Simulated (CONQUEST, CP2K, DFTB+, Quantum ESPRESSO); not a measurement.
# How far do other methods lie from plane waves? H-capped Sn nanowire along [110] (56 atoms)

One geometry of H-capped Sn nanowire along [110] (56 atoms) is solved by several programs and methods. How far do their forces lie from a plane-wave PBE run?

Results are calculated, not measured.

## 1. The cell

The cell holds 56 atoms (24 Sn and 32 H), with edges of 16.84, 17.38 and 18.35 Å. Recipe: round section of size parameter 4.53 Å cut from diamond-structure Sn (a = 6.489 Å) along [110], 4 periods, broken bonds capped with H, 10 Å of vacuum. Then every atom was moved at random, 0.03 Å r.m.s. a Cartesian component (hydrogen 0.6 of that).

## 2. The reference input

Quantum ESPRESSO 7.5: Kohn-Sham DFT, PBE, SSSP efficiency 1.3.0 pseudopotentials, plane waves. Its input, pw.in:

```
&control
  calculation = 'scf'
  pseudo_dir = './pseudo'
  outdir = './tmp'
  disk_io = 'none'
  tprnfor = .true.
/
&system
  ibrav = 0
  nat = 56
  ntyp = 2
  ecutwfc = 45
  ecutrho = 360
  nosym = .true.
  occupations = 'smearing'
  smearing = 'fd'
  degauss = 0.003675
/
&electrons
  conv_thr = 2.8e-07
  electron_maxstep = 100
  mixing_beta = 0.2
  mixing_mode = 'local-TF'
  diagonalization = 'david'
/
ATOMIC_SPECIES
Sn 118.710 Sn.upf
H 1.008 H.upf
CELL_PARAMETERS angstrom
16.84129 0.00000 0.00000
0.00000 17.38083 0.00000
0.00000 0.00000 18.35366
ATOMIC_POSITIONS crystal
Sn 0.35504 0.36943 0.12644
Sn 0.44838 0.36960 0.00244
Sn 0.35721 0.36591 0.37749
Sn 0.45317 0.36668 0.25204
[... 50 atom lines left out ...]
H 0.70383 0.58098 0.87293
H 0.70101 0.42136 0.87417
K_POINTS gamma
```

```console
$ OMP_NUM_THREADS=1 mpirun -np 4 pw.x -in pw.in > output.txt
```

Wall time 11 min (4 MPI ranks of Arm Neoverse V1, shared host); peak memory 9.9 GiB.

It converged with an r.m.s. force component of 0.46 eV/Å.

Its highest filled and lowest empty levels lie 1.71 eV apart on its k-points.

## 3. The other programs

- CONQUEST 1.3: pseudo-atomic orbitals (double zeta with polarisation, or contracted to multi-site or on-site support functions) with norm-conserving potentials on an integration grid.
- CP2K 2026.2: Gaussian basis with GTH pseudopotentials and a plane-wave density; labels give functional, basis (MOLOPT sets; SR short-range, UZH the newer set with its own potentials), grid cutoff/relative cutoff and solver (OT: orbital transformation; TRS4, TC2, SIGN: linear-scaling purification with its sparsity filter), or its built-in tight binding.
- DFTB+ 25.1: tight binding, with Slater–Koster sets (DFTB) or xTB through its tblite library.

All use the same cell and atoms, and the electronic-structure runs the same k-mesh.

## 4. All runs compared

Differences are against the reference: forces as r.m.s. over components, share as that over the reference's r.m.s. force, slope as the fitted ratio of a run's forces to the reference's.

| run | Δ force, r.m.s. (meV/Å) | share (%) | slope | Δ gap (eV) | cores | CPU time | memory (GiB) |
| --- | --- | --- | --- | --- | --- | --- | --- |
| reference | - | - | - | - | 4 | 43 min | 9.9 |
| CONQUEST PBE, grid 60 Ha (coarse) | 70.2 | 15.3 | 1.054 | 0.113 | 1 | 2.3 min | 2.6 |
| CONQUEST PBE, grid 80 Ha | 43.1 | 9.43 | 1.052 | 0.113 | 1 | 3.9 min | 3.9 |
| CONQUEST PBE, grid 80 Ha, multi-site 5 bohr (coarse) | 135 | 29.6 | 1.053 | 0.479 | 1 | 3.5 min | 3.9 |
| CONQUEST PBEsol, grid 80 Ha | 74.7 | 16.3 | 1.042 | 0.105 | 1 | 3.9 min | 3.9 |
| CP2K PBE, DZVP-MOLOPT (SR for Sn), 450/50 Ry, diagonalisation | 24.2 | 5.30 | 0.962 | 0.147 | 1 | 6.6 min | 7.4 |
| CP2K PBE, DZVP-MOLOPT-SR, 315/50 Ry, diagonalisation (coarse) | 94.7 | 20.7 | 0.922 | 0.153 | 2 | 4.8 min | 4.7 |
| CP2K PBE, DZVP-MOLOPT-SR, 450/50 Ry, diagonalisation | 94.7 | 20.7 | 0.922 | 0.153 | 1 | 5.7 min | 7.3 |
| CP2K PBE, DZVP-UZH, 450/50 Ry, diagonalisation | 41.0 | 8.97 | 0.941 | 0.147 | 1 | 6.4 min | 7.3 |
| DFTB+ IPEA1-xTB | 566 | 124 | 0.773 | -0.298 | 1 | 1.6 s | 0.24 |

Rows marked coarse were listed beforehand as settings not expected to be converged; some can still land near the reference.

CPU time is summed over cores on shared hosts, of unlike kinds, so it is rough.

## 5. Findings

Forces lie from 5.3 % (CP2K PBE, DZVP-MOLOPT (SR for Sn), 450/50 Ry, diagonalisation) to 124 % (DFTB+ IPEA1-xTB) of the reference's r.m.s. force of 0.46 eV/Å away from it. The PBE runs in local orbitals, coarse settings apart, differ by 5.3 % (CP2K PBE, DZVP-MOLOPT (SR for Sn), 450/50 Ry, diagonalisation) to 21 % (CP2K PBE, DZVP-MOLOPT-SR, 450/50 Ry, diagonalisation); basis, grid and potentials can all enter. Tight binding differs by 124 % (DFTB+ IPEA1-xTB); it is another model, with fitted parameters of its own, and the xTB methods hold dispersion. Rows with another functional or a dispersion term differ by 16 % (CONQUEST PBEsol, grid 80 Ha), which mixes the change of model with differences of basis and potentials.

IPEA1-xTB was fitted to ionisation energies and electron affinities, not to forces or charges. Runs with settings chosen to be coarse differ by 15 % (CONQUEST PBE, grid 60 Ha) to 30 % (CONQUEST PBE, grid 80 Ha, multi-site 5 bohr), their programs' other errors included. From CONQUEST PBE, grid 60 Ha to the finer CONQUEST PBE, grid 80 Ha the share falls from 15 to 9.4 %. From CP2K PBE, DZVP-MOLOPT-SR, 315/50 Ry, diagonalisation to the finer CP2K PBE, DZVP-MOLOPT-SR, 450/50 Ry, diagonalisation the share goes from 20.7 to 20.7 %, so the grid isn't what parts these runs from the reference. Gaps at PBE, coarse settings apart, lie +0.11 to +0.15 eV from the reference's, on k-points that hold the band edges only if these fold onto them.

**Limits.** Periodic xTB results under one method name differ between programs and library versions (DFTB+ here holds tblite 0.3). The potentials hold different valence shells: 368 electrons in the reference, 128 in CP2K with DZVP-UZH; this bears on time and differences. The electronic-structure runs sample only Γ, in a cell whose periodic width is 18 Å. The reference's 45/360 Ry lie under the cutoffs that SSSP recommends for H (60/480 Ry) and Sn (60/480 Ry). Spin–orbit coupling is left out. Where levels are smeared, the DFT runs use Fermi–Dirac occupations at 580 K (0.05 eV), and energies are free energies. The atoms were displaced at random, and shares hang on the size of the forces that this gives. The reference's cutoffs and mesh weren't converged further here.

[Logs are printed without paths, hosts, clocks, repeated set-up lines and the standing remarks that a program may print on its own settings, such as how far it seeks lower states.]

[Hosts, paths, dates, database ids (printed as entryN), source tags and the programs' standing remarks are cut or masked in the printed files.]

[Cells were taken only where this reference lay near another plane-wave run.]
